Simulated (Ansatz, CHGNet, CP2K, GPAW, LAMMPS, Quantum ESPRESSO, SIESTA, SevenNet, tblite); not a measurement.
**How far do other methods lie from plane waves? Aqueous Cs+ and SO4 2-, 1.7 mol of salt per kg of water at 360 K (106 atoms)**

Aim: forces, pressure and gap of aqueous Cs+ and SO4 2-, 1.7 mol of salt per kg of water at 360 K (106 atoms) at one geometry, from other programs and methods, against plane-wave PBE.

Results are calculated, not measured.

## 1. The cell

The cell holds 106 atoms (37 O, 1 S, 66 H and 2 Cs), with edges of 10.29, 10.29 and 10.29 Å. Recipe: 33 H2O, 2 Cs+, 1 SO4 2- placed at random, at 1.46 g/cm³; overlaps pushed apart, then 10 ps at 420 K with Joung-Cheatham ions (J. Phys. Chem. B 112, 9020 (2008)); MMFF94 bonds, angles, torsions, charges and radii (Halgren, J. Comput. Chem. 17, 490 (1996)) in harmonic and 12-6 forms; SPC/E water (Berendsen, Grigera and Straatsma, J. Phys. Chem. 91, 6269 (1987)). Snapshot after 20 ps at 360 K and fixed volume. The density is 1.46 g/cm³.

## 2. The reference input

Quantum ESPRESSO 7.5: Kohn-Sham DFT, PBE, SSSP efficiency 1.3.0 pseudopotentials, plane waves. Its input, pw.in:

```
&control
  calculation = 'scf'
  pseudo_dir = './pseudo'
  outdir = './tmp'
  disk_io = 'none'
  tprnfor = .true.
  tstress = .true.
/
&system
  ibrav = 0
  nat = 106
  ntyp = 4
  ecutwfc = 60
  ecutrho = 480
  nosym = .true.
  occupations = 'smearing'
  smearing = 'fd'
  degauss = 0.003675
/
&electrons
  conv_thr = 5.3e-07
  electron_maxstep = 100
  mixing_beta = 0.4
  mixing_mode = 'plain'
  diagonalization = 'david'
/
ATOMIC_SPECIES
O 15.999 O.upf
S 32.060 S.upf
H 1.008 H.upf
Cs 132.905 Cs.upf
CELL_PARAMETERS angstrom
10.28660 0.00000 0.00000
0.00000 10.28660 0.00000
0.00000 0.00000 10.28660
ATOMIC_POSITIONS crystal
O 0.33369 0.81119 0.99038
S 0.20575 0.76501 0.02262
O 0.11230 0.86468 0.03966
O 0.16794 0.68239 0.91656
[... 100 atom lines left out ...]
Cs 0.01560 0.82526 0.76294
Cs 0.15880 0.29650 0.67854
K_POINTS gamma
```

```console
$ OMP_NUM_THREADS=1 mpirun -np 2 pw.x -in pw.in > output.txt
```

Elapsed: 2.8 min, on 2 MPI ranks of Arm Neoverse V2, shared host; peak memory 2.7 GiB; 5.6 min of CPU time.

It converged with an r.m.s. force component of 0.68 eV/Å and a pressure of 0.31 GPa.

Its highest filled and lowest empty levels lie 4.14 eV apart on its k-points.

## 3. The other programs

- CHGNet: machine-learned potential, published weights.
- CP2K 2026.2: Gaussian basis with GTH pseudopotentials and a plane-wave density; labels give functional, basis (MOLOPT sets; SR short-range, UZH the newer set with its own potentials), grid cutoff/relative cutoff and solver (OT: orbital transformation; TRS4, TC2, SIGN: linear-scaling purification with its sparsity filter), or its built-in tight binding.
- GPAW 26.7.0: PAW with atomic orbitals (LCAO), plane waves or a real-space grid of spacing h.
- Quantum ESPRESSO 7.5: plane waves; labels (QE) give functional, pseudopotential set and cutoffs of waves/density.
- SIESTA 5.4.2: numerical atomic orbitals, whose automatically made sets are far from complete, with PseudoDojo norm-conserving potentials that we converted to its format (checked against plane waves on the same files for H, C, O, Si, Ge and Ca alone); labels give functional, basis size, energy shift and mesh cutoff.
- SevenNet: machine-learned potential, published weights.
- tblite 0.8.0: extended tight binding, driven from Python.

All use the same cell and atoms, and the electronic-structure runs the same k-mesh.

## 4. All runs compared

Differences are against the reference: forces as r.m.s. over components, share as that over the reference's r.m.s. force, slope as the fitted ratio of a run's forces to the reference's.

```csv
run,"Δ force, r.m.s. (meV/Å)",share (%),slope,Δ pressure (GPa),Δ gap (eV),cores,CPU time,memory (GiB)
reference,-,-,-,-,-,2,5.6 min,2.7
CHGNet r2SCAN potential,272,40.2,0.915,-2.61,-,1,4.3 s,1.8
"CP2K GFN1-xTB, OT DIIS",409,60.4,1.136,-4.75,-,1,5.4 s,0.36
"CP2K PBE+D3, DZVP-UZH, 600/50 Ry, OT CG",123,18.1,0.972,0.545,0.0654,4,9.9 min,2.8
"CP2K PBE, DZVP-UZH, 210/50 Ry, OT CG (coarse)",156,23.0,0.966,1.51,0.0439,2,6.7 min,0.57
"CP2K PBE, DZVP-UZH, 600/50 Ry, OT CG",126,18.5,0.968,1.26,0.0654,4,10 min,2.7
"CP2K PBE, SZV-MOLOPT-SR, 600/50 Ry, OT CG (coarse)",2228,329,0.783,12.8,-0.264,2,6 min,1.6
"CP2K PBE, SZV-MOLOPT-SR, 600/50 Ry, TC2 filter 1e-04, SCF 1e-05 (coarse)",2228,329,0.790,12.9,-,1,63 s,1.5
"CP2K PBE, SZV-MOLOPT-SR, 600/50 Ry, TC2 filter 1e-06, SCF 1e-06 (coarse)",2228,329,0.785,12.9,-,1,52 s,1.5
"CP2K PBE, SZV-MOLOPT-SR, 600/50 Ry, TC2 filter 1e-07, SCF 1e-07 (coarse)",2228,329,0.783,12.8,-,1,65 s,1.5
"GPAW LDA, LCAO dzp, h 0.18 Å",570,84.0,0.650,-,-0.318,2,86 s,1.3
"GPAW PBE, LCAO dzp, h 0.18 Å",447,65.9,0.854,-,-0.0746,2,97 s,1.3
"GPAW PBE, LCAO sz(dzp), h 0.18 Å (coarse)",3046,449,-0.024,-,-0.832,1,33 s,0.86
"GPAW PBE, LCAO szp(dzp), h 0.18 Å (coarse)",1537,227,0.047,-,0.0477,1,64 s,1.0
"QE PBE+D3(BJ), sssp-1.3.0-efficiency, 60/480 Ry",4.62,0.682,0.999,-0.717,0,2,5.7 min,2.7
"SIESTA PBE, DZ, shift 0.01 Ry, mesh 500 Ry (coarse)",1372,202,1.236,2.96,-0.471,2,81 s,1.1
"SIESTA PBE, DZP, shift 0.01 Ry, mesh 500 Ry",229,33.8,0.906,0.0261,0.0423,2,2.7 min,1.6
"SIESTA PBE, SZ, shift 0.01 Ry, mesh 500 Ry (coarse)",3215,474,-0.002,14.1,-1.05,1,61 s,0.7
"SIESTA PBE, SZ, shift 0.02 Ry, mesh 500 Ry (coarse)",3125,461,0.081,11.1,-1.20,1,54 s,0.64
SevenNet 0 potential,86.3,12.7,0.910,-0.0726,-,1,7.6 s,1.2
SevenNet l3i5 potential,81.9,12.1,0.916,-0.0689,-,1,11 s,2.1
tblite GFN1-xTB,341,50.3,1.086,-4.22,-,1,3.3 s,0.16
```

Rows marked coarse were listed beforehand as settings not expected to be converged; some can still land near the reference.

Times of the machine-learned potentials are mostly Python's start and the loading of weights.

Left out of this page: tblite IPEA1-xTB (killed or ended with an error); QE PBE, sssp-1.3.0-efficiency, 60/30 Ry (killed or ended with an error).

Runs without a result: SIESTA PBE, SZ, shift 0.02 Ry, mesh 500 Ry, order-N, radius 4.5 Å, eta -2.13 eV (stopped at the start); SIESTA PBE, SZ, shift 0.02 Ry, mesh 500 Ry, order-N, radius 3.5 Å, eta -2.13 eV (stopped at the start).

CPU time is summed over cores on shared hosts, so it is rough.

## 5. Findings

Forces lie from 0.68 % (QE PBE+D3(BJ), sssp-1.3.0-efficiency, 60/480 Ry) to 474 % (SIESTA PBE, SZ, shift 0.01 Ry, mesh 500 Ry, coarse) of the reference's r.m.s. force of 0.68 eV/Å away from it. The PBE runs in local orbitals, coarse settings apart, differ by 19 % (CP2K PBE, DZVP-UZH, 600/50 Ry, OT CG) to 66 % (GPAW PBE, LCAO dzp, h 0.18 Å); basis, grid and potentials can all enter. Tight binding differs by 50 % (tblite GFN1-xTB) to 60 % (CP2K GFN1-xTB, OT DIIS); it is another model, with fitted parameters of its own, and the xTB methods hold dispersion. Machine-learned potentials differ by 12 % (SevenNet l3i5 potential) to 40 % (CHGNet r2SCAN potential); they were trained on other programs' data, some at another functional.

In the reference's own program, potentials and cutoffs, a change of model alone moves forces by 0.68 % (QE PBE+D3(BJ), sssp-1.3.0-efficiency, 60/480 Ry). Other rows with another functional or a dispersion term differ by 18 % (CP2K PBE+D3, DZVP-UZH, 600/50 Ry, OT CG) to 84 % (GPAW LDA, LCAO dzp, h 0.18 Å), which mixes the change of model with differences of basis and potentials. Runs with settings chosen to be coarse differ by 23 % (CP2K PBE, DZVP-UZH, 210/50 Ry, OT CG) to 474 % (SIESTA PBE, SZ, shift 0.01 Ry, mesh 500 Ry), their programs' other errors included. In GPAW PBE, LCAO dzp, h 0.18 Å the difference has nearly one length on every H (0.64 eV/Å) and points along its bond, outwards: this method prefers longer bonds, and stiff bonds to hydrogen turn a small shift into a large force. From CP2K PBE, DZVP-UZH, 210/50 Ry, OT CG to the finer CP2K PBE, DZVP-UZH, 600/50 Ry, OT CG the share falls from 23 to 19 %. Pressures at PBE, coarse settings apart, lie +0.03 to +1.26 GPa from the reference's. Gaps at PBE, coarse settings apart, lie -0.07 to +0.07 eV from the reference's.

**Limits.** Periodic xTB results under one method name differ between programs and library versions. With short bonds to hydrogen, sets of potentials differ among themselves by several per cent in forces even at converged cutoffs, so the reference isn't exact here either. The reference's pressure holds the uncorrected Pulay stress of its 60 Ry basis, so small pressure differences may be the reference's own error. Machine-learned potentials mimic data converged in k, so the reference's own k-point error enters their differences. The network of contacts between molecules at the start is that of the classical potential that made the cell, and needn't be the one that DFT or experiment would give. The concentration wasn't checked against solubility and may exceed it. The reference's PBE has no dispersion term, which matters for the binding between molecules or layers. The density was typed from a rule of thumb and may lie off the real one at this temperature. The electronic-structure runs sample only Γ, in a cell whose shortest periodic width is 10 Å. Spin–orbit coupling is left out, which matters for the levels of the heavy elements. Where levels are smeared, the DFT runs use Fermi–Dirac occupations at 580 K (0.05 eV), and energies are free energies. The reference's cutoffs and mesh weren't converged further here.

[Logs are printed without paths, hosts, clocks, repeated set-up lines and the standing remarks that a program may print on its own settings, such as how far it seeks lower states.]

[Hosts, paths, dates, database ids (printed as entryN), source tags and the programs' standing remarks are cut or masked in the printed files.]

[Cells were taken only where this reference lay near another plane-wave run.]

[The MMFF94 radii named for the starting cell were scaled by 0.96; in molecules described by MMFF94, hydrogen bound to N, O or S took a small fixed 12-6 site in their place.]
